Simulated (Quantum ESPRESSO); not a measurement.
# 1T-PtS2, 1 layer: a series in biaxial strain, part 4 of 6

What law, if any, do the results for 1T-PtS2, 1 layer follow against biaxial strain?

Quantum ESPRESSO 7.5; plane-wave DFT, PBE, GBRV ultrasoft pseudopotentials.

So far. Step 3 (Relaxing the ions, -4 %): The relaxation lowers the energy by 33 meV an atom. Step 6 (Band structure, -4 %): Along this path the valence top lies between Γ and M and the conduction bottom between K and Γ.

### 7. Relaxing the ions, -3 %

m1.relax.in

```
&control
  prefix = 'm1.relax'
  outdir = './out'
  pseudo_dir = './pseudo'
  nstep = 40
  forc_conv_thr = 0.0003
  calculation = 'relax'
  tstress = .true.
/
&system
  ibrav = 0
  nat = 3
  ntyp = 2
  ecutwfc = 50
  ecutrho = 250
  occupations = 'smearing'
  smearing = 'fd'
  degauss = 0.002
/
&electrons
  conv_thr = 1e-09
  mixing_beta = 0.4
  electron_maxstep = 120
  mixing_mode = 'plain'
/
&ions
/
ATOMIC_SPECIES
  S   32.0600  s_pbe_v1.4.uspp.F.UPF
  Pt  195.0840  pt_pbe_v1.4.uspp.F.UPF
CELL_PARAMETERS angstrom
  3.46541239409000 0.00000000000000 0.00000000000000
  -1.73270619656000 3.00113516757000 0.00000000000000
  0.00000000000000 0.00000000000000 17.01408639300000
ATOMIC_POSITIONS crystal
  S   0.666666666700 0.333333333300 0.427769311600
  Pt  0.000000000000 0.000000000000 0.500000000000
  S   0.333333333300 0.666666666700 0.572230688400
K_POINTS automatic
  12 12 1 0 0 0
```

The run is started by

```bash
OMP_NUM_THREADS=1 mpirun -n 4 pw.x -nk 4 -in m1.relax.in > m1.relax.out
```

The program printed:

```text
[banner, memory and clock lines left out]
Program PWSCF v.7.5 starts
[...]
Message from routine setup:
[...]
number of electrons       =        28.00
     number of Kohn-Sham states=           18
     kinetic-energy cutoff     =      50.0000  Ry
     charge density cutoff     =     250.0000  Ry
[...]
number of k points=    19  Fermi-Dirac smearing, width (Ry)=  0.0020
[...]
Dense  grid:    79901 G-vectors     FFT dimensions: (  36,  36, 162)
[...]
negative rho (up, down):  1.866E-01 0.000E+00
     Starting wfcs are   20 randomized atomic wfcs
[...]
negative rho (up, down):  1.755E-01 0.000E+00
[...]
estimated scf accuracy    <       2.04954016 Ry
[...]
negative rho (up, down):  1.773E-01 0.000E+00
[...]
estimated scf accuracy    <       0.98515481 Ry
[...]
negative rho (up, down):  1.753E-01 0.000E+00
[...]
estimated scf accuracy    <       0.02002425 Ry
[...]
negative rho (up, down):  1.746E-01 0.000E+00
[...]
estimated scf accuracy    <       0.01584384 Ry
[...]
negative rho (up, down):  1.744E-01 0.000E+00
[...]
estimated scf accuracy    <       0.00956972 Ry
[...]
negative rho (up, down):  1.743E-01 0.000E+00
[...]
estimated scf accuracy    <       0.00012910 Ry
[...]
negative rho (up, down):  1.744E-01 0.000E+00
[...]
estimated scf accuracy    <       0.00000926 Ry
[...]
negative rho (up, down):  1.744E-01 0.000E+00
[...]
estimated scf accuracy    <       0.00000038 Ry
[...]
negative rho (up, down):  1.744E-01 0.000E+00
[...]
estimated scf accuracy    <       0.00000005 Ry
[...]
negative rho (up, down):  1.744E-01 0.000E+00
[...]
estimated scf accuracy    <       0.00000003 Ry
[...]
negative rho (up, down):  1.744E-01 0.000E+00
[...]
estimated scf accuracy    <          1.7E-09 Ry
[...]
negative rho (up, down):  1.744E-01 0.000E+00
[...]
the Fermi energy is    -0.2922 ev
!    total energy              =    -258.96416262 Ry
     estimated scf accuracy    <          2.9E-10 Ry
     smearing contrib. (-TS)   =      -0.00000000 Ry
     internal energy E=F+TS    =    -258.96416262 Ry
[...]
one-electron contribution =    -976.11262450 Ry
     hartree contribution      =     491.52505661 Ry
     xc contribution           =     -73.85209556 Ry
     ewald contribution        =     299.47550084 Ry
     convergence has been achieved in  12 iterations
     negative rho (up, down):  1.744E-01 0.000E+00
[...]
Total force =     0.047594     Total SCF correction =     0.000047
[...]
negative rho (up, down):  1.744E-01 0.000E+00
[...]
negative rho (up, down):  1.745E-01 0.000E+00
[...]
negative rho (up, down):  1.745E-01 0.000E+00
[...]
estimated scf accuracy    <       0.00005258 Ry
[...]
negative rho (up, down):  1.745E-01 0.000E+00
[...]
estimated scf accuracy    <       0.00002092 Ry
[...]
negative rho (up, down):  1.745E-01 0.000E+00
[...]
estimated scf accuracy    <       0.00000536 Ry
[...]
negative rho (up, down):  1.745E-01 0.000E+00
[...]
estimated scf accuracy    <       0.00000028 Ry
[...]
negative rho (up, down):  1.745E-01 0.000E+00
[...]
estimated scf accuracy    <       0.00000008 Ry
[...]
negative rho (up, down):  1.745E-01 0.000E+00
[...]
estimated scf accuracy    <          4.5E-09 Ry
[...]
negative rho (up, down):  1.745E-01 0.000E+00
[...]
estimated scf accuracy    <          3.3E-09 Ry
[...]
negative rho (up, down):  1.745E-01 0.000E+00
[...]
the Fermi energy is    -0.3308 ev
!    total energy              =    -258.96608807 Ry
     estimated scf accuracy    <          2.8E-11 Ry
     smearing contrib. (-TS)   =      -0.00000000 Ry
     internal energy E=F+TS    =    -258.96608807 Ry
[...]
one-electron contribution =    -972.13162653 Ry
     hartree contribution      =     489.56385184 Ry
     xc contribution           =     -73.82633058 Ry
     ewald contribution        =     297.42801721 Ry
     convergence has been achieved in   8 iterations
     negative rho (up, down):  1.745E-01 0.000E+00
[...]
Total force =     0.033360     Total SCF correction =     0.000000
[...]
negative rho (up, down):  1.745E-01 0.000E+00
[...]
negative rho (up, down):  1.746E-01 0.000E+00
[...]
negative rho (up, down):  1.746E-01 0.000E+00
[...]
estimated scf accuracy    <       0.00006350 Ry
[...]
negative rho (up, down):  1.746E-01 0.000E+00
[...]
estimated scf accuracy    <       0.00002643 Ry
[...]
negative rho (up, down):  1.746E-01 0.000E+00
[...]
estimated scf accuracy    <       0.00000658 Ry
[...]
negative rho (up, down):  1.747E-01 0.000E+00
[...]
estimated scf accuracy    <       0.00000035 Ry
[...]
negative rho (up, down):  1.747E-01 0.000E+00
[...]
estimated scf accuracy    <       0.00000009 Ry
[...]
negative rho (up, down):  1.747E-01 0.000E+00
[...]
estimated scf accuracy    <          5.9E-09 Ry
[...]
negative rho (up, down):  1.747E-01 0.000E+00
[...]
estimated scf accuracy    <          3.1E-09 Ry
[...]
negative rho (up, down):  1.747E-01 0.000E+00
[...]
the Fermi energy is    -0.3735 ev
!    total energy              =    -258.96743294 Ry
     estimated scf accuracy    <          1.4E-10 Ry
     smearing contrib. (-TS)   =      -0.00000000 Ry
     internal energy E=F+TS    =    -258.96743294 Ry
[...]
one-electron contribution =    -967.73811237 Ry
     hartree contribution      =     487.39905852 Ry
     xc contribution           =     -73.79839200 Ry
     ewald contribution        =     295.17001291 Ry
     convergence has been achieved in   8 iterations
     negative rho (up, down):  1.747E-01 0.000E+00
[...]
Total force =     0.018074     Total SCF correction =     0.000013
[...]
negative rho (up, down):  1.747E-01 0.000E+00
[...]
negative rho (up, down):  1.747E-01 0.000E+00
[...]
negative rho (up, down):  1.747E-01 0.000E+00
[...]
estimated scf accuracy    <       0.00008884 Ry
[...]
negative rho (up, down):  1.747E-01 0.000E+00
[...]
estimated scf accuracy    <       0.00003930 Ry
[...]
negative rho (up, down):  1.748E-01 0.000E+00
[...]
estimated scf accuracy    <       0.00000937 Ry
[...]
negative rho (up, down):  1.748E-01 0.000E+00
[...]
estimated scf accuracy    <       0.00000052 Ry
[...]
negative rho (up, down):  1.748E-01 0.000E+00
[...]
estimated scf accuracy    <       0.00000013 Ry
[...]
negative rho (up, down):  1.748E-01 0.000E+00
[...]
estimated scf accuracy    <       0.00000001 Ry
[...]
negative rho (up, down):  1.748E-01 0.000E+00
[...]
estimated scf accuracy    <          4.5E-09 Ry
[...]
negative rho (up, down):  1.748E-01 0.000E+00
[...]
estimated scf accuracy    <          5.5E-10 Ry
[...]
negative rho (up, down):  1.748E-01 0.000E+00
[...]
the Fermi energy is    -0.4245 ev
!    total energy              =    -258.96800820 Ry
     estimated scf accuracy    <          1.3E-10 Ry
     smearing contrib. (-TS)   =      -0.00000000 Ry
     internal energy E=F+TS    =    -258.96800820 Ry
[...]
one-electron contribution =    -962.52519934 Ry
     hartree contribution      =     484.82979757 Ry
     xc contribution           =     -73.76588672 Ry
     ewald contribution        =     292.49328029 Ry
     convergence has been achieved in   9 iterations
     negative rho (up, down):  1.748E-01 0.000E+00
[...]
Total force =     0.000638     Total SCF correction =     0.000027
[...]
negative rho (up, down):  1.748E-01 0.000E+00
[...]
negative rho (up, down):  1.748E-01 0.000E+00
[...]
negative rho (up, down):  1.748E-01 0.000E+00
[...]
estimated scf accuracy    <       0.00000014 Ry
[...]
negative rho (up, down):  1.748E-01 0.000E+00
[...]
estimated scf accuracy    <       0.00000007 Ry
[...]
negative rho (up, down):  1.748E-01 0.000E+00
[...]
estimated scf accuracy    <       0.00000001 Ry
[...]
negative rho (up, down):  1.748E-01 0.000E+00
[...]
estimated scf accuracy    <          9.3E-10 Ry
[...]
negative rho (up, down):  1.748E-01 0.000E+00
[...]
estimated scf accuracy    <          1.4E-10 Ry
[...]
negative rho (up, down):  1.748E-01 0.000E+00
[...]
estimated scf accuracy    <          2.4E-11 Ry
[...]
negative rho (up, down):  1.748E-01 0.000E+00
[...]
the Fermi energy is    -0.4263 ev
!    total energy              =    -258.96800894 Ry
     estimated scf accuracy    <          7.0E-12 Ry
     smearing contrib. (-TS)   =      -0.00000000 Ry
     internal energy E=F+TS    =    -258.96800894 Ry
[...]
one-electron contribution =    -962.33420908 Ry
     hartree contribution      =     484.73577602 Ry
     xc contribution           =     -73.76471517 Ry
     ewald contribution        =     292.39513928 Ry
     convergence has been achieved in   7 iterations
     negative rho (up, down):  1.748E-01 0.000E+00
[...]
Total force =     0.000018     Total SCF correction =     0.000007
[...]
negative rho (up, down):  1.748E-01 0.000E+00
[...]
```

The job ended after 48 s (4 MPI ranks of AMD EPYC 9R14 (Zen 4), shared host; peak memory 0.64 GiB; 3.2 min of CPU time).

The steps of the relaxation:

| step | energy less that of the first step (eV) | largest force (eV/Å) |
| --- | --- | --- |
| 1 | 0.0000 | 0.8653 |
| 2 | -0.0262 | 0.6065 |
| 3 | -0.0445 | 0.3286 |
| 4 | -0.0523 | 0.0116 |
| 5 | -0.0523 | 0.0003 |

The atoms that moved most (Å):

| atom | dx | dy | dz | length |
| --- | --- | --- | --- | --- |
| S1 | 0.000 | 0.000 | -0.061 | 0.061 |
| S3 | 0.000 | 0.000 | 0.061 | 0.061 |

The relaxed structure:

```xyz
3
Lattice="3.4654 0.0000 0.0000 -1.7327 3.0011 0.0000 0.0000 0.0000 17.0141" Properties=species:S:1:pos:R:3
S     1.7327    1.0004    7.2167
Pt    0.0000    0.0000    8.5070
S     0.0000    2.0008    9.7974
```

The relaxation lowers the energy by 17 meV an atom.

Numbers from this step:

* free energy: -3523.4393 eV
* Fermi energy: -0.4263 eV

### 8. Ground state, -3 %

m1.scf.in

```
&control
  prefix = 'm1.scf'
  outdir = './out'
  pseudo_dir = './pseudo'
  calculation = 'scf'
  tprnfor = .true.
/
&system
  ibrav = 0
  nat = 3
  ntyp = 2
  ecutwfc = 40
  ecutrho = 200
  occupations = 'smearing'
  smearing = 'fd'
  degauss = 0.002
  nbnd = 18
/
&electrons
  conv_thr = 1e-09
  mixing_beta = 0.4
  electron_maxstep = 120
  mixing_mode = 'plain'
/
ATOMIC_SPECIES
  S   32.0600  s_pbe_v1.4.uspp.F.UPF
  Pt  195.0840  pt_pbe_v1.4.uspp.F.UPF
CELL_PARAMETERS angstrom
  3.46541239409000 0.00000000000000 0.00000000000000
  -1.73270619656000 3.00113516757000 0.00000000000000
  0.00000000000000 0.00000000000000 17.01408639300000
ATOMIC_POSITIONS crystal
  S   0.666666666700 0.333333333300 0.424160070600
  Pt  0.000000000000 0.000000000000 0.500000000000
  S   0.333333333300 0.666666666700 0.575839929400
K_POINTS automatic
  12 12 1 0 0 0
```

The run is started by

```bash
OMP_NUM_THREADS=1 mpirun -n 4 pw.x -nk 4 -in m1.scf.in > m1.scf.out
```

The program printed:

```text
[banner, memory and clock lines left out]
Program PWSCF v.7.5 starts
[...]
Message from routine setup:
[...]
number of electrons       =        28.00
     number of Kohn-Sham states=           18
     kinetic-energy cutoff     =      40.0000  Ry
     charge density cutoff     =     200.0000  Ry
[...]
number of k points=    19  Fermi-Dirac smearing, width (Ry)=  0.0020
[...]
Dense  grid:    57007 G-vectors     FFT dimensions: (  30,  30, 150)
[...]
negative rho (up, down):  1.828E-01 0.000E+00
     Starting wfcs are   20 randomized atomic wfcs
[...]
negative rho (up, down):  1.724E-01 0.000E+00
[...]
estimated scf accuracy    <       2.08273046 Ry
[...]
negative rho (up, down):  1.745E-01 0.000E+00
[...]
estimated scf accuracy    <       1.18977698 Ry
[...]
negative rho (up, down):  1.732E-01 0.000E+00
[...]
estimated scf accuracy    <       0.01921475 Ry
[...]
negative rho (up, down):  1.729E-01 0.000E+00
[...]
estimated scf accuracy    <       0.01240967 Ry
[...]
negative rho (up, down):  1.729E-01 0.000E+00
[...]
estimated scf accuracy    <       0.00680658 Ry
[...]
negative rho (up, down):  1.729E-01 0.000E+00
[...]
estimated scf accuracy    <       0.00022681 Ry
[...]
negative rho (up, down):  1.730E-01 0.000E+00
[...]
estimated scf accuracy    <       0.00000572 Ry
[...]
negative rho (up, down):  1.730E-01 0.000E+00
[...]
estimated scf accuracy    <       0.00000080 Ry
[...]
negative rho (up, down):  1.730E-01 0.000E+00
[...]
estimated scf accuracy    <       0.00000004 Ry
[...]
negative rho (up, down):  1.730E-01 0.000E+00
[...]
estimated scf accuracy    <       0.00000005 Ry
[...]
negative rho (up, down):  1.730E-01 0.000E+00
[...]
estimated scf accuracy    <       0.00000002 Ry
[...]
negative rho (up, down):  1.731E-01 0.000E+00
[...]
the Fermi energy is    -0.4254 ev
!    total energy              =    -258.96648337 Ry
     estimated scf accuracy    <          7.0E-11 Ry
     smearing contrib. (-TS)   =      -0.00000000 Ry
     internal energy E=F+TS    =    -258.96648337 Ry
[...]
one-electron contribution =    -962.32734854 Ry
     hartree contribution      =     484.73200460 Ry
     xc contribution           =     -73.76627870 Ry
     ewald contribution        =     292.39513927 Ry
     convergence has been achieved in  12 iterations
     negative rho (up, down):  1.731E-01 0.000E+00
[...]
Total force =     0.000279     Total SCF correction =     0.000020
[...]
```

Wall time 10 s (4 MPI ranks); peak memory 0.38 GiB; 40 s of CPU time.

This step gave:

```
free energy                          : -3523.4185 eV
Fermi energy                         : -0.4254 eV
valence top, on the run's zero       : -1.290 eV
conduction bottom, on the run's zero : 0.5417 eV
gap by band count                    : 1.831 eV
```

(Continued in part 5 of 6.)

[Logs are printed without paths, hosts, clocks, repeated set-up lines and the standing remarks that a program may print on its own settings, such as how far it seeks lower states.]

[Hosts, paths, dates, database ids (printed as entryN), source tags and the programs' standing remarks are cut or masked in the printed files.]

[Maps of the electrostatic potential energy from Ansatz leave out the sawtooth potential of an applied field or a dipole correction, so their vacuum need not be flat; planar profiles and work functions include it.]
